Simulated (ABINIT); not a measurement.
# Quasiparticle gap of SiO2 (Quartz) in ABINIT, part 3 of 3

How does a plane-wave GW calculation on SiO2 (Quartz) run from the first input to the gap?

ABINIT 10.8.3; PBE and many-body steps on it, plane waves. Known limits of the many-body steps: not at the basis limit; coarse k mesh.

So far. Step 3 (Bands along the symmetry lines): The gap is 6.038 eV, as in the run before at this level. Step 4 (Empty states on the mesh, 3×3×2 mesh, 236 bands): On this mesh the gap is 6.038 eV.

**5. Screening, 3×3×2 mesh, 216 bands, screening to 155.1 eV**

The RPA dielectric matrix is built and inverted for each q.

This step: RPA screening on PBE, plane waves, norm-conserving pseudopotentials.

The input, run.abi:

```
acell 3*1.0 Angstrom
rprim 
  4.915799999986 0.000000000003 0.000000000000
  -2.457899999996 4.257207679910 0.000000000000
  0.000000000000 0.000000000000 5.409100000000
ntypat 2
znucl 14 8
natom 9
typat 1 1 1 2 2 2 2 2 2
xred 
  0.530300000000 0.000000000000 0.333333333333
  0.000000000000 0.530300000000 0.666666666667
  0.469700000000 0.469700000000 -0.000000000000
  0.146200000000 0.414200000000 0.881000000000
  0.585800000000 0.732000000000 0.214333333333
  0.268000000000 0.853800000000 0.547666666667
  0.414200000000 0.146200000000 0.119000000000
  0.732000000000 0.585800000000 0.785666666667
  0.853800000000 0.268000000000 0.452333333333
pp_dirpath "pseudos"
pseudos "Si.upf, O.upf"
ecut 36
ngkpt 3 3 2
nshiftk 1
shiftk 0 0 0
kptopt 1
chksymbreak 0
istwfk *1
occopt 1
irdwfk 1
optdriver 3
nband 216
ecuteps 5.7
inclvkb 2
awtr 1
symchi 1
indata_prefix "in"
outdata_prefix "out"
tmpdata_prefix "tmp"
```

Started as:

```console
> OMP_NUM_THREADS=1 mpirun -n 4 abinit run.abi > log
```

Numbers of over 12 decimals in the logs are rounded to 6 here.

What it wrote:

```text
.Version 10.8.3 of ABINIT. v10.8.2 released Aug 2026.

 Symmetries : space group P3_1 2 1 (#152); Bravais hP (primitive hexag.)
[... echo of the input left out ...]
== DATASET  1 ==================================================================
-   mpi_nproc: 4, omp_nthreads: 1 (-1 if OMP is not activated)

--- !DatasetInfo
iteration_state: {dtset: 1, }
dimensions: {natom: 9, nkpt: 6, mband: 216, nsppol: 1, nspinor: 1, nspden: 1, mpw: 7935, }
cutoff_energies: {ecut:  36.0, pawecutdg:  -1.0, }
electrons: {nelect:   4.80000000E+01, charge:   0.00000000E+00, occopt:   1.00000000E+00, tsmear:   1.00000000E-02, }

 SCREENING: Calculation of the susceptibility and dielectric matrices

 Based on a program developped by R.W. Godby, V. Olevano, G. Onida, and L. Reining.
 Incorporated in ABINIT by V. Olevano, G.-M. Rignanese, and M. Torrent.
.Using double precision arithmetic ; gwpc =  8

[... cell and pseudopotentials left out ...]
--------------------------------------------------------------------------------

 ==== K-mesh for the wavefunctions ====
 Number of points in the irreducible wedge :     6
[... list of points left out ...]
 Together with  6 symmetry operations and time-reversal symmetry
 yields    18 points in the full Brillouin Zone.

 ==== Q-mesh for the screening function ====
 Number of points in the irreducible wedge :     6
[... list of points left out ...]
 Together with  6 symmetry operations and time-reversal symmetry
 yields    18 points in the full Brillouin Zone.

 setmesh: FFT mesh size selected  =    36x   36x   45
          total number of points  =        58320

 vcoul_init : cutoff-mode = AUXILIARY_FUNCTION
 q-points for optical limit:   1
     1)      0.000010    0.000020    0.000030

- screening: taking advantage of time-reversal symmetry
- Maximum band index for partially occupied states nbvw = 24
- Remaining bands to be divided among processors   nbcw = 192
- Number of bands treated by each node ~48

 Number of electrons calculated from density =   48.0000; Expected =   48.0000
 average of density, n =  0.062835
 r_s =    1.5604
 omega_plasma =   24.1800 [eV]

 calculating chi0 at frequencies [eV] :
  1    0.000000E+00    0.000000E+00
  2    0.000000E+00    2.417998E+01

--------------------------------------------------------------------------------
  q-point number  1        q = ( 0.000000, 0.000000, 0.000000) [r.l.u.]
--------------------------------------------------------------------------------
[... chi0 elements left out ...]
 For q-point:  0.000010 0.000020 0.000030
  dielectric constant =   2.3254
  dielectric constant without local fields =   2.5382

  Average fulfillment of the sum rule on Im[epsilon] for q-point    1 :     68.57  [%]
[... wings left out ...]
  q-point number  2        q = ( 0.333333, 0.000000, 0.000000) [r.l.u.]
--------------------------------------------------------------------------------
[... chi0 elements left out ...]
  Average fulfillment of the sum rule on Im[epsilon] for q-point    2 :     74.08  [%]

 [... 4 further q-points ...]
```

Run time: 2.4 min. Hardware: 4 MPI ranks of Arm Neoverse V2, shared host; peak memory 2.3 GiB; 9.4 min of CPU time.

Numbers from this step:

```
ε∞ with local fields, on this mesh, along the program's q direction : 2.325
the same without local fields                                       : 2.538
plasma frequency                                                    : 24.18 eV
plane waves in the screening matrix                                 : 503
```

Local fields lower ε∞ by 8 %. On a Γ-centred mesh this coarse the value itself is usually too large, while a short band sum pulls it down.

**6. Self-energy, 3×3×2 mesh, 216 bands, screening to 155.1 eV**

The self-energy is evaluated for the states that the input lists, and the levels follow from it, in one-shot runs by the linearised quasiparticle equation.

This step: G0W0 on PBE, plane waves, norm-conserving pseudopotentials.

run.abi: that of step 5 with these lines changed.

```diff
@@ -30,8 +30,19 @@
 irdwfk 1
-optdriver 3
+optdriver 4
 nband 216
+gwcalctyp 0
+ecutsigx 36
+symsigma 1
+nkptgw 3
+kptgw 
+  0.3333333333 0.3333333333 0.0000000000
+  0.0000000000 0.0000000000 0.0000000000
+  0.0000000000 0.0000000000 0.5000000000
+bdgw 
+  22 26
+  23 27
+  22 26
 ecuteps 5.7
-inclvkb 2
-awtr 1
-symchi 1
+irdscr 1
+ppmodel 1
 indata_prefix "in"
```

What it wrote:

```text
.Version 10.8.3 of ABINIT. v10.8.2 released Aug 2026.

 Symmetries : space group P3_1 2 1 (#152); Bravais hP (primitive hexag.)
[... echo of the input left out ...]
== DATASET  1 ==================================================================
-   mpi_nproc: 4, omp_nthreads: 1 (-1 if OMP is not activated)

--- !DatasetInfo
iteration_state: {dtset: 1, }
dimensions: {natom: 9, nkpt: 6, mband: 216, nsppol: 1, nspinor: 1, nspden: 1, mpw: 7935, }
cutoff_energies: {ecut:  36.0, pawecutdg:  -1.0, }
electrons: {nelect:   4.80000000E+01, charge:   0.00000000E+00, occopt:   1.00000000E+00, tsmear:   1.00000000E-02, }

 SIGMA: Calculation of the GW corrections

 Based on a program developped by R.W. Godby, V. Olevano, G. Onida, and L. Reining.
 Incorporated in ABINIT by V. Olevano, G.-M. Rignanese, and M. Torrent.
.Using double precision arithmetic ; gwpc =  8

[... cell and pseudopotentials left out ...]
--------------------------------------------------------------------------------

 ==== K-mesh for the wavefunctions ====
 Number of points in the irreducible wedge :     6
[... list of points left out ...]
 Together with  6 symmetry operations and time-reversal symmetry
 yields    18 points in the full Brillouin Zone.

 ==== Q-mesh for screening function ====
 Number of points in the irreducible wedge :     6
[... list of points left out ...]
 Together with  6 symmetry operations and time-reversal symmetry
 yields    18 points in the full Brillouin Zone.

 vcoul_init : cutoff-mode = AUXILIARY_FUNCTION
 q-points for optical limit:   1
     1)      0.000010    0.000020    0.000030
 setmesh: FFT mesh size selected  =    45x   45x   60
          total number of points  =       121500

 Number of electrons calculated from density =   48.0000; Expected =   48.0000
 average of density, n =  0.062835
 r_s =    1.5604
 omega_plasma =   24.1800 [eV]

 === KS Band Gaps ===
  >>>> For spin  1
   Minimum direct gap =   6.3514 [eV], located at k-point      :   0.0000  0.0000  0.0000
   Fundamental gap    =   6.0382 [eV], Top of valence bands at :   0.3333  0.3333  0.0000
                                       Bottom of conduction at :   0.0000  0.0000  0.0000
 SIGMA fundamental parameters:
 PLASMON POLE MODEL  1
 number of plane-waves for SigmaX                 7935
 number of plane-waves for SigmaC and W            503
 number of plane-waves for wavefunctions          7935
 number of bands                                   216
 number of independent spin polarizations            1
 number of spinorial components                      1
 number of k-points in IBZ                           6
 number of q-points in IBZ                           6
 number of symmetry operations                       6
 number of k-points in BZ                           18
 number of q-points in BZ                           18
 number of frequencies for dSigma/dE                 9
 frequency step for dSigma/dE [eV]                0.25
 number of omega for Sigma on real axis              0
 max omega for Sigma on real axis  [eV]           0.00
 zcut for avoiding poles [eV]                     0.10

 EPSILON^-1 parameters (SCR file):
 dimension of the eps^-1 matrix on file            503
 dimension of the eps^-1 matrix used               503
 number of plane-waves for wavefunctions          7935
 number of bands                                   216
 number of q-points in IBZ                           6
 number of frequencies                               2
 number of real frequencies                          1
 number of imag frequencies                          1

 matrix elements of self-energy operator (all in [eV])

 Perturbative Calculation

--- !SelfEnergy_ee
iteration_state: {dtset: 1, }
kpoint     : [   0.333,    0.333,    0.000, ]
spin       : 1
KS_gap     :    8.953
QP_gap     :   12.001
Delta_QP_KS:    3.048
data: !SigmaeeData |
     Band     E0 <VxcDFT>   SigX SigC(E0)      Z dSigC/dE  Sig(E)    E-E0       E
       22  -0.238 -19.753 -25.566   4.026   0.815  -0.226 -21.210  -1.457  -1.695
       23  -0.238 -19.753 -25.566   4.026   0.815  -0.226 -21.210  -1.457  -1.695
       24   0.197 -20.113 -25.806   4.004   0.817  -0.224 -21.493  -1.380  -1.182
       25   9.150 -12.396  -7.182  -3.272   0.859  -0.164 -10.728   1.668  10.818
       26   9.150 -12.396  -7.182  -3.272   0.859  -0.164 -10.728   1.668  10.818

--- !SelfEnergy_ee
iteration_state: {dtset: 1, }
kpoint     : [   0.000,    0.000,    0.000, ]
spin       : 1
KS_gap     :    6.351
QP_gap     :    9.011
Delta_QP_KS:    2.660
data: !SigmaeeData |
     Band     E0 <VxcDFT>   SigX SigC(E0)      Z dSigC/dE  Sig(E)    E-E0       E
       23  -0.116 -19.544 -25.286   3.956   0.817  -0.224 -21.003  -1.459  -1.575
       24  -0.116 -19.544 -25.286   3.956   0.817  -0.224 -21.003  -1.459  -1.575
       25   6.235 -10.959  -6.503  -3.075   0.870  -0.150  -9.758   1.201   7.437
       26   9.528 -10.453  -5.270  -3.444   0.866  -0.155  -8.947   1.506  11.033
       27   9.528 -10.453  -5.270  -3.444   0.866  -0.155  -8.947   1.506  11.033

--- !SelfEnergy_ee
iteration_state: {dtset: 1, }
kpoint     : [   0.000,    0.000,    0.500, ]
spin       : 1
KS_gap     :    8.062
QP_gap     :   10.997
Delta_QP_KS:    2.934
data: !SigmaeeData |
     Band     E0 <VxcDFT>   SigX SigC(E0)      Z dSigC/dE  Sig(E)    E-E0       E
       22  -0.014 -19.915 -25.689   4.023   0.816  -0.225 -21.344  -1.429  -1.443
       23  -0.014 -19.915 -25.689   4.023   0.816  -0.225 -21.344  -1.429  -1.443
       24   0.108 -19.970 -25.710   4.010   0.816  -0.225 -21.382  -1.412  -1.303
       25   8.171 -12.281  -7.438  -3.076   0.862  -0.161 -10.759   1.522   9.693
       26   8.171 -12.281  -7.438  -3.076   0.862  -0.161 -10.759   1.522   9.693

== END DATASET(S) ==============================================================
================================================================================

 -outvars: echo values of variables after computation  --------
           etotal      0.0000000000E+00
            nband         216
             nkpt           6
          spgroup         152
 [... the other variables as echoed above ...]

 Calculation completed.
```

Elapsed: 56 s, on 4 MPI ranks; peak memory 2.1 GiB.

Numbers from this step:

- G0W0 gap on the points computed: 8.619 eV
- starting gap on the mesh: 6.038 eV
- k of the valence top: 0.3333, 0.3333, 0
- k of the conduction bottom: 0, 0, 0
- Z at the valence top: 0.817
- Z at the conduction bottom: 0.87
- least direct G0W0 gap on the computed points: 9.012 eV

The gap on the mesh goes from 6.04 eV to 8.62 eV, a correction of +2.58 eV.

Limits: finite bands, cutoff and mesh; coarse k mesh. v1 is the top filled band, c1 the lowest empty one. The levels before and after the correction (eV, zero at the valence-band top of each column):

```csv
,conduction bottom,valence top
Kohn-Sham,6.04,0.00
G0W0,8.62,0.00
```

```csv
,level,energy (eV)
Kohn-Sham,(0.333 0.333 0) v3-v2,-0.436
Kohn-Sham,(0.333 0.333 0) v1,0.000
Kohn-Sham,(0.333 0.333 0) c1-c2,8.953
Kohn-Sham,Γ v2-v1,-0.313
Kohn-Sham,Γ c1,6.038
Kohn-Sham,Γ c2-c3,9.331
G0W0,(0.333 0.333 0) v3-v2,-0.513
G0W0,(0.333 0.333 0) v1,0.000
G0W0,(0.333 0.333 0) c1-c2,12.000
G0W0,Γ v2-v1,-0.393
G0W0,Γ c1,8.619
G0W0,Γ c2-c3,12.215
```

**7. Where the time went**

Times are wall times on 4 MPI ranks of Arm Neoverse V2, shared host, good to a factor of about two.

```csv
step,time,share,memory (GiB)
ground state,72 s,15 %,0.48
bands along the symmetry lines,50 s,11 %,0.47
empty states on the mesh,2.5 min,32 %,0.54
screening,2.4 min,30 %,2.3
self-energy,56 s,12 %,2.1
```

**8. Summary of results**

```yaml
pbe_gap: 6.04 eV, indirect
g0w0_gap_on_the_mesh: 8.62 eV
gw_settings: 3×3×2 mesh, 216 bands, screening to 155.1 eV, Godby-Needs plasmon pole
known_limits: not at the basis limit; coarse k mesh
```

**Reading.** G0W0 moves the gap on the mesh from 6.04 eV to 8.62 eV (+2.58 eV), with Z of 0.82 and 0.87 at the edges. Local fields lower the RPA ε∞ on this mesh from 2.54 to 2.33; a Γ-centred mesh this coarse tends to raise both, most where the direct gap is narrow, while a short band sum lowers them. Only 3 of the mesh's irreducible points were corrected, so a valley elsewhere could overtake. Bands and cutoff are finite, so the gap is not at the basis limit. The miss can reach some tenths of an eV and take either sign; the mesh is an error of its own. In the G0W0 run levels were corrected at 3 k points alone, so a gap called «on the mesh» is the least over those, and an edge elsewhere would be missed. The 3×3×2 mesh is coarse for this cell, which bears on the long-range parts of exchange and screening.

[Paths, hosts, dates, memory and timing lines, banners, echoed tables and standing remarks are left out of the program output.]

[Logs are printed without paths, hosts, clocks, repeated set-up lines and the standing remarks that a program may print on its own settings, such as how far it seeks lower states.]

[Runs of the session that timed out or met a known fault of the program may be left out.]

[Hosts, paths, dates, database ids (printed as entryN), source tags and the programs' standing remarks are cut or masked in the printed files.]

[G0W0 gaps are taken among the corrected bands and points alone; a level outside them can change the order at an edge.]

[Where Ansatz stands beside ABINIT at settings called matched, ABINIT's density can come from a denser mesh and the files from another edition; pairs whose starting gaps differed by over 0.03 eV were left out, so agreement reads better than it is.]
